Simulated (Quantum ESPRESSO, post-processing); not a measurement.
# graphene, 3 layers, AB stacking against a metal electrode: a series in the charge of the slab, part 3 of 3

What law, if any, do the results for graphene, 3 layers, AB stacking against a metal electrode follow against the charge of the slab?

Quantum ESPRESSO 7.5; plane-wave DFT, PBE, GBRV ultrasoft pseudopotentials.

So far. Step 3 (SCF with pw.x, 0 ×10¹³ e/cm²): Inside the slab this potential holds the local part of the pseudopotentials, which can be repulsive at the nuclei; only its value in the vacuum has a meaning of its own. Step 4 (Self-consistent run, 1 ×10¹³ e/cm²): Inside the slab this potential holds the local part of the pseudopotentials, which can be repulsive at the nuclei; only its value in the vacuum has a meaning of its own.

## Step 5: Self-consistent run, -1.5 ×10¹³ e/cm²

m1.esm.in reads:

```
&control
  prefix = 'm1.esm'
  outdir = './out'
  pseudo_dir = './pseudo'
  calculation = 'scf'
  tprnfor = .true.
/
&system
  ibrav = 0
  nat = 6
  ntyp = 1
  ecutwfc = 40
  ecutrho = 200
  occupations = 'smearing'
  smearing = 'fd'
  degauss = 0.004
  assume_isolated = 'esm'
  esm_bc = 'bc3'
  tot_charge = -0.00791
/
&electrons
  conv_thr = 1e-08
  mixing_beta = 0.4
  electron_maxstep = 120
  mixing_mode = 'plain'
  startingpot = 'file'
/
ATOMIC_SPECIES
  C   12.0110  c_pbe_v1.2.uspp.F.UPF
CELL_PARAMETERS angstrom
  2.46522825800000 0.00000000000000 0.00000000000000
  -1.23261412900000 2.13495029800000 0.00000000000000
  0.00000000000000 0.00000000000000 22.40000000000000
ATOMIC_POSITIONS crystal
  C   0.666666666700 0.333333333300 -0.062645507214
  C   0.333333333300 0.666666666700 -0.062668428214
  C   0.000000000000 0.000000000000 0.089285714286
  C   0.666666666700 0.333333333300 0.089285714286
  C   0.666666666700 0.333333333300 0.241216935786
  C   0.333333333300 0.666666666700 0.241239856786
K_POINTS automatic
  72 72 1 0 0 0
```

On the command line:

```bash
$ cp -r out/m2.esm.save out/m1.esm.save
$ OMP_NUM_THREADS=1 mpirun -n 4 pw.x -nk 4 -in m1.esm.in > m1.esm.out
```

Output:

```text
[banner, memory and clock lines left out]
Program PWSCF v.7.5 starts
[...]
Message from routine setup:
[...]
number of electrons       =        24.01
     number of Kohn-Sham states=           16
     kinetic-energy cutoff     =      40.0000  Ry
     charge density cutoff     =     200.0000  Ry
[...]
number of k points=   469  Fermi-Dirac smearing, width (Ry)=  0.0040
[...]
Dense  grid:    38111 G-vectors     FFT dimensions: (  24,  24, 192)
[...]
The initial density is read from file :
[...]
negative rho (up, down):  1.487E-04 0.000E+00
     Starting wfcs are   24 randomized atomic wfcs
[...]
negative rho (up, down):  1.383E-04 0.000E+00
[...]
estimated scf accuracy    <       0.00288853 Ry
[...]
negative rho (up, down):  1.384E-04 0.000E+00
[...]
estimated scf accuracy    <       0.00346386 Ry
[...]
negative rho (up, down):  1.388E-04 0.000E+00
[...]
estimated scf accuracy    <       0.00008021 Ry
[...]
negative rho (up, down):  1.403E-04 0.000E+00
[...]
estimated scf accuracy    <       0.00001413 Ry
[...]
negative rho (up, down):  1.424E-04 0.000E+00
[...]
estimated scf accuracy    <       0.00000798 Ry
[...]
negative rho (up, down):  1.475E-04 0.000E+00
[...]
estimated scf accuracy    <       0.00000299 Ry
[...]
negative rho (up, down):  1.464E-04 0.000E+00
[...]
estimated scf accuracy    <       0.00000257 Ry
[...]
negative rho (up, down):  1.469E-04 0.000E+00
[...]
estimated scf accuracy    <       0.00000043 Ry
[...]
negative rho (up, down):  1.470E-04 0.000E+00
[...]
estimated scf accuracy    <       0.00000025 Ry
[...]
negative rho (up, down):  1.468E-04 0.000E+00
[...]
estimated scf accuracy    <       0.00000002 Ry
[...]
negative rho (up, down):  1.472E-04 0.000E+00
[...]
the Fermi energy is    -2.7354 ev
!    total energy              =     -68.94125001 Ry
     estimated scf accuracy    <          4.2E-09 Ry
     smearing contrib. (-TS)   =      -0.00004474 Ry
     internal energy E=F+TS    =     -68.94120527 Ry
[...]
one-electron contribution =  -11052.47412360 Ry
     hartree contribution      =    5529.42802988 Ry
     xc contribution           =     -21.82018804 Ry
     ewald contribution        =    5475.92507649 Ry
     convergence has been achieved in  11 iterations
     negative rho (up, down):  1.472E-04 0.000E+00
[...]
Total force =     0.003887     Total SCF correction =     0.000155
[...]
```

Run time: 3.8 min. Hardware: 4 MPI ranks of Arm Neoverse V1, shared host; peak memory 0.65 GiB; 15 min of CPU time.

Numbers from this step:

- Fermi energy: -2.735 eV
- vacuum line at the lower end of the cell, over the Fermi level: 4.199 eV
- slope of the potential above: -0.2720 eV/Å
- vacuum line at the upper end of the cell, over the Fermi level: 2.735 eV

Inside the slab this potential holds the local part of the pseudopotentials, which can be repulsive at the nuclei; only its value in the vacuum has a meaning of its own.

## Step 6: SCF with pw.x, -3 ×10¹³ e/cm²

m0.esm.in is the input of step 5 with these lines changed:

```diff
@@ -1,3 +1,3 @@
 &control
-  prefix = 'm1.esm'
+  prefix = 'm0.esm'
   outdir = './out'
@@ -18,3 +18,3 @@
   esm_bc = 'bc3'
-  tot_charge = -0.00791
+  tot_charge = -0.01581
 /
```

On the command line:

```bash
$ cp -r out/m1.esm.save out/m0.esm.save
$ OMP_NUM_THREADS=1 mpirun -n 4 pw.x -nk 4 -in m0.esm.in > m0.esm.out
```

Output:

```text
[banner, memory and clock lines left out]
Program PWSCF v.7.5 starts
[...]
Message from routine setup:
[...]
number of electrons       =        24.02
     number of Kohn-Sham states=           16
     kinetic-energy cutoff     =      40.0000  Ry
     charge density cutoff     =     200.0000  Ry
[...]
number of k points=   469  Fermi-Dirac smearing, width (Ry)=  0.0040
[...]
Dense  grid:    38111 G-vectors     FFT dimensions: (  24,  24, 192)
[...]
The initial density is read from file :
[...]
negative rho (up, down):  1.472E-04 0.000E+00
     Starting wfcs are   24 randomized atomic wfcs
[...]
negative rho (up, down):  1.367E-04 0.000E+00
[...]
estimated scf accuracy    <       0.00384740 Ry
[...]
negative rho (up, down):  1.367E-04 0.000E+00
[...]
estimated scf accuracy    <       0.00665390 Ry
[...]
negative rho (up, down):  1.368E-04 0.000E+00
[...]
estimated scf accuracy    <       0.00015283 Ry
[...]
negative rho (up, down):  1.385E-04 0.000E+00
[...]
estimated scf accuracy    <       0.00001594 Ry
[...]
negative rho (up, down):  1.402E-04 0.000E+00
[...]
estimated scf accuracy    <       0.00000846 Ry
[...]
negative rho (up, down):  1.455E-04 0.000E+00
[...]
estimated scf accuracy    <       0.00000396 Ry
[...]
negative rho (up, down):  1.443E-04 0.000E+00
[...]
estimated scf accuracy    <       0.00000222 Ry
[...]
negative rho (up, down):  1.450E-04 0.000E+00
[...]
estimated scf accuracy    <       0.00000009 Ry
[...]
negative rho (up, down):  1.452E-04 0.000E+00
[...]
estimated scf accuracy    <       0.00000045 Ry
[...]
negative rho (up, down):  1.451E-04 0.000E+00
[...]
estimated scf accuracy    <       0.00000002 Ry
[...]
negative rho (up, down):  1.455E-04 0.000E+00
[...]
the Fermi energy is    -1.3029 ev
!    total energy              =     -68.94242022 Ry
     estimated scf accuracy    <          4.2E-09 Ry
     smearing contrib. (-TS)   =      -0.00006180 Ry
     internal energy E=F+TS    =     -68.94235842 Ry
[...]
one-electron contribution =  -11054.85041924 Ry
     hartree contribution      =    5531.80850472 Ry
     xc contribution           =     -21.82552040 Ry
     ewald contribution        =    5475.92507649 Ry
     convergence has been achieved in  11 iterations
     negative rho (up, down):  1.455E-04 0.000E+00
[...]
Total force =     0.003943     Total SCF correction =     0.000154
[...]
```

The job ended after 4.2 min (4 MPI ranks; peak memory 0.66 GiB; 17 min of CPU time).

This step gave:

| Item | Value |
| --- | --- |
| Fermi energy | -1.303 eV |
| vacuum line at the lower end of the cell, over the Fermi level | 4.163 eV |
| slope of the potential above | -0.5434 eV/Å |
| vacuum line at the upper end of the cell, over the Fermi level | 1.303 eV |

Inside the slab this potential holds the local part of the pseudopotentials, which can be repulsive at the nuclei; only its value in the vacuum has a meaning of its own.

## Step 7: The series side by side

The series in one table:

| the charge of the slab (positive: electrons removed) | electrode's level over the Fermi level (eV) | far face's level over the Fermi level (eV) | field in the gap (eV/Å) |
| --- | --- | --- | --- |
| -3 ×10¹³ e/cm² | 1.303 | 4.163 | -0.5434 |
| -1.5 ×10¹³ e/cm² | 2.735 | 4.199 | -0.272 |
| 0 ×10¹³ e/cm² | 4.283 | 4.283 | -0.000201 |
| 1 ×10¹³ e/cm² | 5.324 | 4.337 | 0.1809 |
| 2 ×10¹³ e/cm² | 6.307 | 4.363 | 0.362 |
| 3 ×10¹³ e/cm² | 7.263 | 4.383 | 0.543 |
| 4.5 ×10¹³ e/cm² | 8.673 | 4.403 | 0.8148 |
| 6 ×10¹³ e/cm² | 10.06 | 4.421 | 1.086 |
| 7 ×10¹³ e/cm² | 10.99 | 4.426 | 1.267 |
| 8 ×10¹³ e/cm² | 11.91 | 4.433 | 1.449 |

## Step 8: Worked from the printed numbers

Last interval: C = Δσ/ΔV = 0.00100 e/Å² / 0.921 V × 1602 = 1.74 µF/cm².

## Step 9: Results

* mean capacitance at positive charge: 1.68 μF/cm²
* effective gap ε₀/C: 5.27 Å
* top atoms to electrode: 5.80 Å

**Reading.** The series holds 10 members; mean capacitance at positive charge: 1.68 μF/cm²; effective gap ε₀/C: 5.27 Å; top atoms to electrode: 5.80 Å (PBE, GBRV ultrasoft). Interval by interval C lies between 1.54 and 1.74 µF/cm². The far face's level moves by 0.27 eV over the series, so the slab's own states take part of the voltage. Vacuum fills the gap; ions don't answer the charge; added electrons can spill towards the electrode at the most negative charges.

[Logs are printed without paths, hosts, clocks, repeated set-up lines and the standing remarks that a program may print on its own settings, such as how far it seeks lower states.]

[Hosts, paths, dates, database ids (printed as entryN), source tags and the programs' standing remarks are cut or masked in the printed files.]

[Maps of the electrostatic potential energy from Ansatz leave out the sawtooth potential of an applied field or a dipole correction, so their vacuum need not be flat; planar profiles and work functions include it.]
